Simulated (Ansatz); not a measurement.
# How many bands does the GW gap of LiMgBN2 (I-4m2) need?, part 2 of 2

Aim: see how the G0W0 gap of LiMgBN2 (I-4m2) on PBE moves with empty bands and screening cutoff, and what each rung costs.

Ansatz 0.2.0; G0W0 on PBE, plane waves, PAW; PAW set soft_1. Known limits of the many-body steps: not at the basis limit.

So far. Step 4 (513 empty bands, screening to 230 eV): Against the run with 6×6×6 mesh, 238 empty bands, screening to 138 eV, PAW set soft_1 files, the gap moves by +0.13 eV.

### 5. Changing the k mesh: 4×4×4 mesh, 238 empty bands, screening to 138 eV, PAW set soft_1 files

A second mesh at equal bands and cutoff isolates the sampling error. Bands and cutoff differ from the step before, so it is read against an earlier run that matches them.

input.yaml

```yaml
crystal:
  lattice:
    - [-1.909656, 1.909656, 4.443522]
    - [1.909656, -1.909656, 4.443522]
    - [1.909656, 1.909656, -4.443522]
  atoms:
    - { symbol: Li, position: [0.25, 0.75, 0.5] }
    - { symbol: Mg, position: [0.75, 0.25, 0.5] }
    - { symbol: B, position: [0.5, 0.5, 0.0] }
    - { symbol: "N", position: [0.6512635, 0.6512635, 0.0] }
    - { symbol: "N", position: [0.3487365, 0.3487365, 0.0] }
kpoints:
  mp_grid: { grid: [4, 4, 4] }
hamiltonian:
  xc: pbe
  pseudopotentials: { kind: paw, azcp: { folder: soft_1 } }
scf:
  occupations: { method: fixed }
gw:
  n_empty_bands: 238
  ecut_chi: 138
  qp_bands: [v2, c2]
  qp_kpoints: band_edges
  screening: { model: contour_deformation }
```

On the command line:

```
> ansatz run input.yaml --threads 3 --pin off --max-ram 92160MiB --backend cuda --events-out ev --progress --plain --runs-dir out --devices 1 --max-vram 13GiB
```

Numbers of over 12 decimals in the logs are rounded to 6 here.

The program printed:

```text
GPUs: using 1 of 1 available (devices: 1).
[...]
GPU FFT provider: cuFFT
GPU libraries: cuBLAS 13.8.2, cuFFT 12.4.0, cuSOLVER 12.3.4
Crystal: 5 atoms, lattice volume = 64.818 Å³
Basis set: ecut = 420 eV, 1283 PW (Γ)
Bands: 18, of which v1, the nominal top of the filled ones, is band 13 counted from 1 (12 counted from 0)
Symmetry: 8 space group operations
[...]
k-points: 13 of 64 (time reversal used)
[...]
2    15      8.7538    -6.5434    -3.9901   -11.6789  0.8099     9.9134     9.8991  root
[...]
12    12      3.1063   -20.7227     2.5576   -16.9939  0.7745     1.9188     1.9352  root
    12    13      3.1063   -20.7227     2.5576   -16.9939  0.7745     1.9188     1.9352  root
    12    14      6.6507    -5.0603    -3.2183    -8.7622  0.8350     7.1364     7.1343  root
    12    15      9.4442    -6.3397    -3.8845   -11.0503  0.8153    10.2781    10.2703  root
[key lines of the parts left out:]
SCF converged after 8 iterations
Free energy (F): -3057.062891 eV
Fermi energy:    3.106347 eV
```

Elapsed: 20 s, on 1 × NVIDIA H100 80GB HBM3 (shared by 6 runs) with 3 threads of AMD EPYC 7R13 (Zen 3), shared host; peak memory 1.2 GiB.

This step gave:

```
bands summed                                 : 251
RPA ε∞ on this mesh (eigenvalues)            : 2.642, 2.642, 3.518
plane waves in the screening matrix          : 237
G0W0 gap on the mesh                         : 4.272 eV
k of the valence top                         : -0.5, -0.5, -0.5
k of the conduction bottom                   : 0, 0, 0
starting gap on the mesh                     : 2.603 eV
least direct G0W0 gap on the computed points : 5.199 eV
```

Against the run with 6×6×6 mesh, 238 empty bands, screening to 138 eV, PAW set soft_1 files, the gap moves by +0.008 eV.

### 6. Changing the frequency model: 6×6×6 mesh, 513 empty bands, screening to 230 eV, plasmon pole, PAW set soft_1 files

A plasmon pole stands in for the full frequency dependence of the screening; this run shows what that costs in accuracy. Bands and cutoff differ from the step before, so it is read against an earlier run that matches them.

input.yaml: that of step 5 with these lines changed.

```diff
@@ -12,3 +12,3 @@
 kpoints:
-  mp_grid: { grid: [4, 4, 4] }
+  mp_grid: { grid: [6, 6, 6] }
 hamiltonian:
@@ -19,6 +19,6 @@
 gw:
-  n_empty_bands: 238
-  ecut_chi: 138
+  n_empty_bands: 513
+  ecut_chi: 230.0
   qp_bands: [v2, c2]
   qp_kpoints: band_edges
-  screening: { model: contour_deformation }
+  screening: { model: godby_needs }
```

The program printed:

```text
GPUs: using 1 of 1 available (devices: 1).
[...]
GPU FFT provider: cuFFT
GPU libraries: cuBLAS 13.8.2, cuFFT 12.4.0, cuSOLVER 12.3.4
Crystal: 5 atoms, lattice volume = 64.818 Å³
Basis set: ecut = 420 eV, 1283 PW (Γ)
Bands: 18, of which v1, the nominal top of the filled ones, is band 13 counted from 1 (12 counted from 0)
Symmetry: 8 space group operations
[...]
k-points: 30 of 216 (time reversal used)
[...]
3    15      8.7533    -6.5553    -3.9837   -11.6790  0.8217     9.9016     9.8933  root
[...]
29    12      3.1055   -20.6970     2.4499   -16.9939  0.7847     1.8420     1.8523  root
    29    13      3.1055   -20.6970     2.4499   -16.9939  0.7847     1.8420     1.8523  root
    29    14      6.6501    -5.0798    -3.2299    -8.7629  0.8450     7.1044     7.1032  root
    29    15      9.4436    -6.3606    -3.8988   -11.0508  0.8296    10.2388    10.2350  root
[key lines of the parts left out:]
SCF converged after 8 iterations
Free energy (F): -3057.063799 eV
Fermi energy:    3.105453 eV
```

The job ended after 2.7 min (1 × NVIDIA H100 80GB HBM3 (shared by 6 runs) with 3 threads; peak memory 6.7 GiB; 5.9 min of CPU time).

Numbers from this step:

* bands summed: 526
* plasmon-pole fit frequency: 23.52 eV
* RPA ε∞ on this mesh (eigenvalues): 2.621, 2.621, 3.514
* plane waves in the screening matrix: 527
* G0W0 gap on the mesh: 4.301 eV
* k of the valence top: -0.5, -0.5, -0.5
* k of the conduction bottom: 0, 0, 0
* starting gap on the mesh: 2.603 eV
* least direct G0W0 gap on the computed points: 5.251 eV

Against the run with 6×6×6 mesh, 513 empty bands, screening to 230 eV, PAW set soft_1 files, the gap moves by −0.09 eV.

### 7. Changing the files and raising the bands: 6×6×6 mesh, 760 empty bands, screening to 299 eV, hard PAW files

Other atomic data (hard PAW) test the pseudisation: the cutoff goes from 420 to 870 eV, with the same valence electrons. Bands and screening cutoff change too, so the step is no clean test of the files.

This step: G0W0 on PBE, plane waves, PAW.

input.yaml, the sections that differ from step 6:

```yaml
hamiltonian:
  xc: pbe
  pseudopotentials: { kind: paw, source: ansatz }
gw:
  n_empty_bands: 760
  ecut_chi: 299.0
  qp_bands: [v2, c2]
  qp_kpoints: band_edges
  screening: { model: contour_deformation }
# crystal, kpoints, scf: as in step 6
```

The program printed:

```text
GPUs: using 1 of 1 available (devices: 1).
[...]
GPU FFT provider: cuFFT
GPU libraries: cuBLAS 13.8.2, cuFFT 12.4.0, cuSOLVER 12.3.4
Crystal: 5 atoms, lattice volume = 64.818 Å³
Basis set: ecut = 870 eV, 3773 PW (Γ)
Bands: 18, of which v1, the nominal top of the filled ones, is band 13 counted from 1 (12 counted from 0)
Symmetry: 8 space group operations
[...]
k-points: 30 of 216 (time reversal used)
[...]
3    15      8.7270    -6.5432    -4.1113   -11.6570  0.8098     9.7401     9.7295  root
[...]
29    12      3.0754   -20.6943     2.2162   -16.9921  0.7717     1.5624     1.5894  root
    29    13      3.0754   -20.6943     2.2162   -16.9921  0.7717     1.5624     1.5894  root
    29    14      6.6186    -5.0795    -3.3157    -8.7737  0.8353     6.9983     6.9971  root
    29    15      9.4097    -6.3341    -4.0029   -11.0313  0.8153    10.1097    10.1040  root
[key lines of the parts left out:]
SCF converged after 8 iterations
Free energy (F): -3057.080035 eV
Fermi energy:    3.075401 eV
```

The job ended after 9 min (1 × NVIDIA H100 80GB HBM3 (shared by 6 runs) with 3 threads; peak memory 6.2 GiB; 17 min of CPU time).

This step gave:

| Quantity | Value |
| --- | --- |
| bands summed | 773 |
| RPA ε∞ on this mesh (eigenvalues) | 2.624, 2.624, 3.514 |
| plane waves in the screening matrix | 777 |
| G0W0 gap on the mesh | 4.480 eV |
| k of the valence top | -0.5, -0.5, -0.5 |
| k of the conduction bottom | 0, 0, 0 |
| starting gap on the mesh | 2.605 eV |
| least direct G0W0 gap on the computed points | 5.408 eV |

Against the run with 6×6×6 mesh, 513 empty bands, screening to 230 eV, PAW set soft_1 files, the gap moves by +0.09 eV.

### 8. Convergence and cost

Times are wall times on 1 × NVIDIA H100 80GB HBM3 (shared by 6 runs) with 3 threads of AMD EPYC 7R13 (Zen 3), shared host, good to a factor of about two.

```
 mesh           files            frequency  bands summed  cutoff (eV)  start (eV)  G0W0 (eV)     time  host memory (GiB)
6×6×6  PAW set soft_1  contour deformation            97           69       2.603      3.947     45 s                1.1
6×6×6  PAW set soft_1  contour deformation           251          138       2.603      4.264  1.7 min                1.6
6×6×6  PAW set soft_1  contour deformation           526          230       2.603      4.394  2.7 min                3.1
4×4×4  PAW set soft_1  contour deformation           251          138       2.603      4.272     20 s                1.2
6×6×6  PAW set soft_1         plasmon pole           526          230       2.603      4.301  2.7 min                6.7
6×6×6        hard PAW  contour deformation           773          299       2.605      4.480    9 min                6.2
```

The parts of the quasiparticle energy at the two band edges (eV; QP = start + Σx + Σc − Vxc):

```
      run               edge  start      Σx     Σc     Vxc     Z    QP
 97 bands        valence top   3.11  -20.70   2.93  -16.99  0.78  2.33
 97 bands  conduction bottom   5.71   -5.37  -3.12   -9.06  0.84  6.28
251 bands        valence top   3.11  -20.70   2.54  -16.99  0.78  1.94
251 bands  conduction bottom   5.71   -5.37  -3.20   -9.06  0.84  6.20
526 bands        valence top   3.11  -20.70   2.33  -16.99  0.77  1.73
526 bands  conduction bottom   5.71   -5.37  -3.27   -9.06  0.84  6.13
```

### 9. Outcome

```json
{
  "97 bands, 69 eV": "3.947 eV",
  "251 bands, 138 eV": "4.264 eV",
  "526 bands, 230 eV": "4.394 eV",
  "estimated limit in bands and cutoff": "4.51 eV",
  "mesh and start": "6×6×6, PBE"
}
```

In words: A line in one over the bands through the two highest rungs gives 4.51 eV, +0.12 eV from the top rung; the pair below gives 4.46 eV, so the estimate is still climbing. The rungs stand 0.57 eV (97 bands), 0.25 eV (251 bands) and 0.12 eV (526 bands) from it. From 97 to 526 bands the gap moves by +0.45 eV while the time grows 3.5-fold. Σc changes by −0.60 eV at the valence top and −0.15 eV at the conduction bottom, so the valence edge carries most of the change. On the 4×4×4 mesh in place of 6×6×6 the gap differs by +0.01 eV, of which −0.0003 eV is already in the start. The plasmon-pole model gives −0.09 eV against contour deformation, 5 % of the correction, and saved no time in this program. With hard PAW files and 773 bands the gap is 4.48 eV; the line for the PAW set soft_1 files gives 4.43 eV at that count, a difference of +0.05 eV that holds the line's own error too.

[Paths, hosts, dates, memory and timing lines, banners, echoed tables and standing remarks are left out of the program output.]

[Logs are printed without paths, hosts, clocks, repeated set-up lines and the standing remarks that a program may print on its own settings, such as how far it seeks lower states.]

[Runs of the session that timed out or met a known fault of the program may be left out.]

[Cells called generated may have been cut or substituted from an entry of the Crystallography Open Database or the Materials Project.]

[Hosts, paths, dates, database ids (printed as entryN), source tags and the programs' standing remarks are cut or masked in the printed files.]
